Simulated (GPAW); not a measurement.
Computed results, one entry a study.

**FeAs2 (Lollingite): G0W0 with GPAW, start to end**

It takes space group Pnnm (No. 58, orthorhombic). The conventional cell has a = 5.301 Å, b = 5.986 Å, c = 2.882 Å, α = 90.00°, β = 90.00°, γ = 90.00°. Nearest to Fe lie 6 As at 2.36 to 2.39 Å. Nearest to As lie 3 Fe at 2.36 to 2.39 Å and 1 As at 2.49 Å. Farther neighbours are not listed.

```yaml
method: DFT, LDA, plane waves, PAW (and 1 further level or step)
program: GPAW 26.7.0
settings_of_one_run: cutoff 600 eV, GPAW PAW setups 1.2.1 data release, 4×4×6 k-mesh, nbands 118
cost: 4 runs, 12 min in all on 4 MPI ranks of Arm Neoverse V1, shared host (the runs of this entry)
notes: This run has no spin polarisation, although Fe can carry a moment. The cell and positions come from the Crystallography Open Database and are kept as given unless a step says otherwise. Limits: no spin polarisation; no spin-orbit coupling. Bands and cutoff are finite, so the gap is not at the basis limit. The miss can reach some tenths of an eV and take either sign; the mesh is an error of its own. The 4×4×6 mesh is coarse for this cell, which bears on the long-range parts of exchange and screening. The runs have no spin polarisation. For a closed low-spin shell that is the natural state; where a d or f shell is open it is a constraint, and the gap is then not the crystal’s own.
lda_gap: 0.23 eV, indirect
g0w0_gap_on_the_mesh: 0.61 eV
gw_settings: 4×4×6 mesh, 108 bands, screening to 65 eV, Godby-Needs plasmon pole
known_limits: not at the basis limit; no spin polarisation; d states lean on the start; no spin-orbit coupling; coarse k mesh
```

G0W0 moves the gap on the mesh from 0.25 eV to 0.61 eV (+0.37 eV), with Z of 0.71 and 0.69 at the edges. The dearest step here is «screening and self-energy».

[Paths, hosts, dates, memory and timing lines, banners, echoed tables and standing remarks are left out of the program output.]

[Logs are printed without paths, hosts, clocks, repeated set-up lines and the standing remarks that a program may print on its own settings, such as how far it seeks lower states.]

[Runs of the session that timed out or met a known fault of the program may be left out.]

[Hosts, paths, dates, database ids (printed as entryN), source tags and the programs' standing remarks are cut or masked in the printed files.]
